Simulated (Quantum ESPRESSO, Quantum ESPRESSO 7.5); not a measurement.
# Al(110), stepped through the number of layers

What law, if any, do the results for Al(110) follow against the number of layers?

Calculated with Quantum ESPRESSO 7.5; plane-wave DFT, PBE, GBRV ultrasoft pseudopotentials.

**What experiment says.**

For Al (clean (110) face), “Properties of real metallic surfaces: Effects of density functional semilocality and van der Waals nonlocality” (2017, arxiv:1702.08515) quotes earlier work: work function (clean (110) face) 4.23 eV.

### Step 1. Starting point

It takes space group Fm-3m (No. 225, cubic). Conventional cell: a = 4.050 Å, b = 4.050 Å, c = 4.050 Å, α = 90.00°, β = 90.00°, γ = 90.00°. Al has 12 Al at 2.86 Å nearest.

Set-up: Symmetric 1×1 slabs with 16 Å of vacuum in the starting cell; the two outer layers of each face relax in a periodic cell and the inner ones are held; a run under open boundaries (ESM, bc1) then gives the work function. Cold smearing of 0.02 Ry, one mesh for all thicknesses. The slabs take the lattice constants of the bulk relaxed by the same program.

Members 6, 7, 8 and 10 took the same steps and show in the table alone.

### Step 2. Relaxing cell and ions of the reference

The bulk crystal is relaxed in cell and atoms; the members are built on its lattice constants.

Contents of ref.vc.in:

```
&control
  prefix = 'ref.vc'
  outdir = './out'
  pseudo_dir = './pseudo'
  nstep = 40
  forc_conv_thr = 0.0003
  calculation = 'vc-relax'
/
&system
  ibrav = 0
  nat = 1
  ntyp = 1
  ecutwfc = 50
  ecutrho = 250
  occupations = 'smearing'
  smearing = 'mv'
  degauss = 0.02
/
&electrons
  conv_thr = 1e-09
  mixing_beta = 0.4
  electron_maxstep = 120
/
&ions
/
&cell
  press_conv_thr = 0.3
/
ATOMIC_SPECIES
  Al  26.9815  al_pbe_v1.uspp.F.UPF
CELL_PARAMETERS angstrom
  0.00000000000000 2.02500000000000 2.02500000000000
  2.02500000000000 0.00000000000000 2.02500000000000
  2.02500000000000 2.02500000000000 0.00000000000000
ATOMIC_POSITIONS crystal
  Al  0.000000000000 0.000000000000 0.000000000000
K_POINTS automatic
  17 17 17 0 0 0
```

Command:

```console
$ OMP_NUM_THREADS=1 mpirun -n 4 pw.x -nk 4 -in ref.vc.in > ref.vc.out
```

What it wrote:

```text
Program PWSCF v.7.5 starts
[citation notice left out]

     Parallel version (MPI & OpenMP), running on       4 processor cores
     Number of MPI processes:                 4
     Threads/MPI process:                     1

     MPI processes distributed on     1 nodes
[...]
Current dimensions of program PWSCF are:
     Max number of different atomic species (ntypx) = 10
     Max number of k-points (npk) =  40000
     Max angular momentum in pseudopotentials (lmaxx) =  4
     Message from routine setup:
     using ibrav=0 with symmetry is DISCOURAGED, use correct ibrav instead

     K-points division:     npool     =       4
     Subspace diagonalization in iterative solution of the eigenvalue problem:
     a serial algorithm will be used

     G-vector sticks info
     --------------------
     sticks:   dense  smooth     PW     G-vecs:    dense   smooth      PW
     Sum         499     409    127                 7391     5329     965

     Using Slab Decomposition

     bravais-lattice index     =            0
     lattice parameter (alat)  =       5.4118  a.u.
     unit-cell volume          =     112.0732 (a.u.)^3
     number of atoms/cell      =            1
     number of atomic types    =            1
     number of electrons       =         3.00
     number of Kohn-Sham states=            6
     kinetic-energy cutoff     =      50.0000  Ry
     charge density cutoff     =     250.0000  Ry
     scf convergence threshold =      1.0E-09
     mixing beta               =       0.4000
     number of iterations used =            8  plain     mixing
     energy convergence thresh.=      1.0E-04
     force convergence thresh. =      3.0E-04
     press convergence thresh. =      3.0E-01
     Exchange-correlation= SLA  PW   PBE  PBE
                           (   1   4   3   4   0   0   0)
     nstep                     =           40

     celldm(1)=   5.411765  celldm(2)=   0.000000  celldm(3)=   0.000000
     celldm(4)=   0.000000  celldm(5)=   0.000000  celldm(6)=   0.000000

     crystal axes: (cart. coord. in units of alat)
               a(1) = (   0.000000   0.707107   0.707107 )
               a(2) = (   0.707107   0.000000   0.707107 )
               a(3) = (   0.707107   0.707107   0.000000 )

     reciprocal axes: (cart. coord. in units 2 pi/alat)
               b(1) = ( -0.707107  0.707107  0.707107 )
               b(2) = (  0.707107 -0.707107  0.707107 )
               b(3) = (  0.707107  0.707107 -0.707107 )

     PseudoPot. # 1 for Al read from file:
     ./pseudo/al_pbe_v1.uspp.F.UPF
     Pseudo is Ultrasoft + core correction, Zval =  3.0
     Generated by new atomic code, or converted to UPF format
     Using radial grid of  893 points,  3 beta functions with:
                l(1) =   0
                l(2) =   1
                l(3) =   2
     Q(r) pseudized with  8 coefficients,  rinner =    0.900   0.900   0.900
                                                       0.900   0.900

     atomic species   valence    mass     pseudopotential
     Al                3.00    26.98150     Al( 1.00)

     48 Sym. Ops., with inversion, found

   Cartesian axes

     site n.     atom                  positions (alat units)
         1        Al     tau(   1) = (   0.0000000   0.0000000   0.0000000  )

     number of k points=   165  Marzari-Vanderbilt smearing, width (Ry)=  0.0200

     Number of k-points >= 100: set verbosity='high' to print them.

     Dense  grid:     7391 G-vectors     FFT dimensions: (  27,  27,  27)

     Smooth grid:     5329 G-vectors     FFT dimensions: (  25,  25,  25)

     Estimated max dynamical RAM per process >      10.02 MB

     Estimated total dynamical RAM >      34.65 MB

     Initial potential from superposition of free atoms

     starting charge       2.9975, renormalised to       3.0000
     Starting wfcs are    4 randomized atomic wfcs +    2 random wfcs

     total cpu time spent up to now is        0.3 secs

     per-process dynamical memory:    11.1 Mb

     Self-consistent Calculation

     iteration #  1     ecut=    50.00 Ry     beta= 0.40
     Davidson diagonalization with overlap
     ethr =  1.00E-02,  avg # of iterations =  5.5

     Threshold (ethr) on eigenvalues was too large:
     Diagonalizing with lowered threshold

     Davidson diagonalization with overlap
     ethr =  2.07E-04,  avg # of iterations =  2.2

     total cpu time spent up to now is        0.9 secs

     total energy              =      -6.70846005 Ry
     estimated scf accuracy    <       0.00619770 Ry

     iteration #  2     ecut=    50.00 Ry     beta= 0.40
[...]
total energy              =      -6.70782064 Ry
     estimated scf accuracy    <       0.00200173 Ry

     iteration #  3     ecut=    50.00 Ry     beta= 0.40
[...]
total energy              =      -6.70789330 Ry
     estimated scf accuracy    <       0.00000515 Ry

     iteration #  4     ecut=    50.00 Ry     beta= 0.40
[...]
total energy              =      -6.70789416 Ry
     estimated scf accuracy    <       0.00000007 Ry

     iteration #  5     ecut=    50.00 Ry     beta= 0.40
[...]
total energy              =      -6.70789416 Ry
     estimated scf accuracy    <          3.2E-09 Ry

     iteration #  6     ecut=    50.00 Ry     beta= 0.40
[...]
End of self-consistent calculation

     Number of k-points >= 100: set verbosity='high' to print the bands.

     the Fermi energy is     7.8265 ev

!    total energy              =      -6.70789416 Ry
     estimated scf accuracy    <          6.9E-11 Ry
     smearing contrib. (-TS)   =       0.00012297 Ry
     internal energy E=F+TS    =      -6.70801713 Ry

     The total energy is F=E-TS. E is the sum of the following terms:
     one-electron contribution =       2.96505471 Ry
     hartree contribution      =       0.00835307 Ry
     xc contribution           =      -4.28985930 Ry
     ewald contribution        =      -5.39156561 Ry

     convergence has been achieved in   6 iterations

     Forces acting on atoms (cartesian axes, Ry/au):

     atom    1 type  1   force =     0.00000000    0.00000000    0.00000000

     Total force =     0.000000     Total SCF correction =     0.000000

     Computing stress (Cartesian axis) and pressure

          total   stress  (Ry/bohr**3)                   (kbar)     P=       -6.07
[...]
estimated scf accuracy    <          2.3E-12 Ry
     smearing contrib. (-TS)   =       0.00011864 Ry
     internal energy E=F+TS    =      -6.70803110 Ry

     The total energy is F=E-TS. E is the sum of the following terms:
     one-electron contribution =       2.98314045 Ry
     hartree contribution      =       0.00840632 Ry
     xc contribution           =      -4.29406417 Ry
     ewald contribution        =      -5.40551371 Ry

     convergence has been achieved in   4 iterations

     Forces acting on atoms (cartesian axes, Ry/au):

     atom    1 type  1   force =     0.00000000    0.00000000    0.00000000

     Total force =     0.000000     Total SCF correction =     0.000000

     Computing stress (Cartesian axis) and pressure

          total   stress  (Ry/bohr**3)                   (kbar)     P=       -0.10
  -0.00000070   0.00000000   0.00000000           -0.10        0.00        0.00
  -0.00000000  -0.00000070  -0.00000000           -0.00       -0.10       -0.00
  -0.00000000  -0.00000000  -0.00000070           -0.00       -0.00       -0.10

     Energy error            =      6.8E-06 Ry
     Gradient error          =      0.0E+00 Ry/Bohr
     Cell gradient error     =      1.0E-01 kbar

     bfgs converged in   3 scf cycles and   2 bfgs steps
     (criteria: energy <  1.0E-04 Ry, force <  3.0E-04 Ry/Bohr, cell <  3.0E-01 kbar)

     End of BFGS Geometry Optimization

     Final enthalpy           =      -6.7079124680 Ry

     File ./out/ref.vc.bfgs deleted, as requested
Begin final coordinates
     new unit-cell volume =    111.20785 a.u.^3 (    16.47930 Ang^3 )
     density =      2.71879 g/cm^3

CELL_PARAMETERS (angstrom)
   0.000000000   2.019774799   2.019774799
   2.019774799   0.000000000   2.019774799
   2.019774799   2.019774799  -0.000000000

ATOMIC_POSITIONS (crystal)
Al               0.0000000000        0.0000000000        0.0000000000
End final coordinates

[...]
Final scf calculation at the relaxed structure.
     The G-vectors are recalculated for the final unit cell
     Results may differ from those at the preceding step.

     G-vector sticks info
     --------------------
     sticks:   dense  smooth     PW     G-vecs:    dense   smooth      PW
     Sum         499     397    127                 7391     5209     965

     Using Slab Decomposition

     bravais-lattice index     =            0
     lattice parameter (alat)  =       5.4118  a.u.
     unit-cell volume          =     111.2078 (a.u.)^3
     number of atoms/cell      =            1
     number of atomic types    =            1
     number of electrons       =         3.00
     number of Kohn-Sham states=            6
     kinetic-energy cutoff     =      50.0000  Ry
     charge density cutoff     =     250.0000  Ry
     scf convergence threshold =      1.0E-11
     mixing beta               =       0.4000
     number of iterations used =            8  plain     mixing
     press convergence thresh. =      3.0E-01
     Exchange-correlation= SLA  PW   PBE  PBE
                           (   1   4   3   4   0   0   0)

     celldm(1)=   5.411765  celldm(2)=   0.000000  celldm(3)=   0.000000
     celldm(4)=   0.000000  celldm(5)=   0.000000  celldm(6)=   0.000000

     crystal axes: (cart. coord. in units of alat)
               a(1) = (   0.000000   0.705282   0.705282 )
               a(2) = (   0.705282   0.000000   0.705282 )
               a(3) = (   0.705282   0.705282  -0.000000 )

     reciprocal axes: (cart. coord. in units 2 pi/alat)
               b(1) = ( -0.708936  0.708936  0.708936 )
               b(2) = (  0.708936 -0.708936  0.708936 )
               b(3) = (  0.708936  0.708936 -0.708936 )

     PseudoPot. # 1 for Al read from file:
     ./pseudo/al_pbe_v1.uspp.F.UPF
     Pseudo is Ultrasoft + core correction, Zval =  3.0
     Generated by new atomic code, or converted to UPF format
     Using radial grid of  893 points,  3 beta functions with:
                l(1) =   0
                l(2) =   1
                l(3) =   2
     Q(r) pseudized with  8 coefficients,  rinner =    0.900   0.900   0.900
                                                       0.900   0.900

     atomic species   valence    mass     pseudopotential
     Al                3.00    26.98150     Al( 1.00)

     48 Sym. Ops., with inversion, found

   Cartesian axes

     site n.     atom                  positions (alat units)
         1        Al     tau(   1) = (   0.0000000   0.0000000   0.0000000  )

     number of k points=   165  Marzari-Vanderbilt smearing, width (Ry)=  0.0200

     Number of k-points >= 100: set verbosity='high' to print them.

     Dense  grid:     7391 G-vectors     FFT dimensions: (  27,  27,  27)

     Smooth grid:     5209 G-vectors     FFT dimensions: (  25,  25,  25)

     Estimated max dynamical RAM per process >      10.05 MB

     Estimated total dynamical RAM >      34.79 MB

     Initial potential from superposition of free atoms

     starting charge       2.9975, renormalised to       3.0000
     Starting wfcs are    4 randomized atomic wfcs +    2 random wfcs

     total cpu time spent up to now is        4.0 secs

     per-process dynamical memory:    12.5 Mb

     Self-consistent Calculation

     iteration #  1     ecut=    50.00 Ry     beta= 0.40
     Davidson diagonalization with overlap
     c_bands:  2 eigenvalues not converged
     c_bands:  1 eigenvalues not converged
     c_bands:  1 eigenvalues not converged
     c_bands:  1 eigenvalues not converged
     c_bands:  1 eigenvalues not converged
     c_bands:  1 eigenvalues not converged
     c_bands:  1 eigenvalues not converged
     c_bands:  1 eigenvalues not converged
     c_bands:  1 eigenvalues not converged
     c_bands:  1 eigenvalues not converged
     c_bands:  2 eigenvalues not converged
     c_bands:  2 eigenvalues not converged
     c_bands:  1 eigenvalues not converged
     c_bands:  1 eigenvalues not converged
     c_bands:  1 eigenvalues not converged
     c_bands:  1 eigenvalues not converged
     ethr =  1.00E-06,  avg # of iterations = 14.3

     total cpu time spent up to now is        4.9 secs

     total energy              =      -6.70848632 Ry
     estimated scf accuracy    <       0.00618203 Ry

[...]
iteration #  7     ecut=    50.00 Ry     beta= 0.40
[...]
End of self-consistent calculation

     Number of k-points >= 100: set verbosity='high' to print the bands.

     the Fermi energy is     7.9081 ev

!    total energy              =      -6.70791235 Ry
     estimated scf accuracy    <          5.6E-14 Ry
     smearing contrib. (-TS)   =       0.00011864 Ry
     internal energy E=F+TS    =      -6.70803098 Ry

     The total energy is F=E-TS. E is the sum of the following terms:
     one-electron contribution =       2.98314054 Ry
     hartree contribution      =       0.00840633 Ry
     xc contribution           =      -4.29406415 Ry
     ewald contribution        =      -5.40551371 Ry

     convergence has been achieved in   7 iterations

     Forces acting on atoms (cartesian axes, Ry/au):

     atom    1 type  1   force =     0.00000000    0.00000000    0.00000000

     Total force =     0.000000     Total SCF correction =     0.000000

     Computing stress (Cartesian axis) and pressure

          total   stress  (Ry/bohr**3)                   (kbar)     P=       -0.10
  -0.00000070   0.00000000  -0.00000000           -0.10        0.00       -0.00
   0.00000000  -0.00000070   0.00000000            0.00       -0.10        0.00
  -0.00000000   0.00000000  -0.00000070           -0.00        0.00       -0.10

[...]
=------------------------------------------------------------------------------=
   JOB DONE.
=------------------------------------------------------------------------------=
```

Elapsed: 6.6 s, on 4 MPI ranks of Arm Neoverse V1, shared host; peak memory 0.19 GiB.

The steps of the relaxation:

```csv
step,energy less that of the first step (eV),largest force (eV/Å),volume (Å³)
1,0.0000,0.0000,16.61
2,-0.0002,0.0000,16.56
3,-0.0002,0.0000,16.48
4,-0.0002,0.0000,16.48
```

```
conventional cell, symmetrised  before  after  change
                         a (Å)   4.050  4.040  -0.3 %
                         b (Å)   4.050  4.040  -0.3 %
                         c (Å)   4.050  4.040  -0.3 %
              volume (Å³/atom)   16.61  16.48  -0.8 %
```

The relaxed structure:

```cif
data_structure
_symmetry_space_group_name_H-M 'P 1'
_symmetry_Int_Tables_number 1
_cell_length_a 2.8564
_cell_length_b 2.8564
_cell_length_c 2.8564
_cell_angle_alpha 60.000
_cell_angle_beta 60.000
_cell_angle_gamma 60.000
_cell_volume 16.48
loop_
_atom_site_label
_atom_site_type_symbol
_atom_site_fract_x
_atom_site_fract_y
_atom_site_fract_z
_atom_site_occupancy
Al1 Al 0.00000 0.00000 0.00000 1
```

 The last row is no step: it is a fresh SCF in the final cell with a new plane-wave basis, +0 meV from the row before.

Read from the output:

| Property | Result |
| --- | --- |
| free energy | -91.2658 eV |
| Fermi energy | 7.908 eV |

(Part 1 of 8 ends here.)

[Logs are printed without paths, hosts, clocks, repeated set-up lines and the standing remarks that a program may print on its own settings, such as how far it seeks lower states.]

[Hosts, paths, dates, database ids (printed as entryN), source tags and the programs' standing remarks are cut or masked in the printed files.]

[Maps of the electrostatic potential energy from Ansatz leave out the sawtooth potential of an applied field or a dipole correction, so their vacuum need not be flat; planar profiles and work functions include it.]
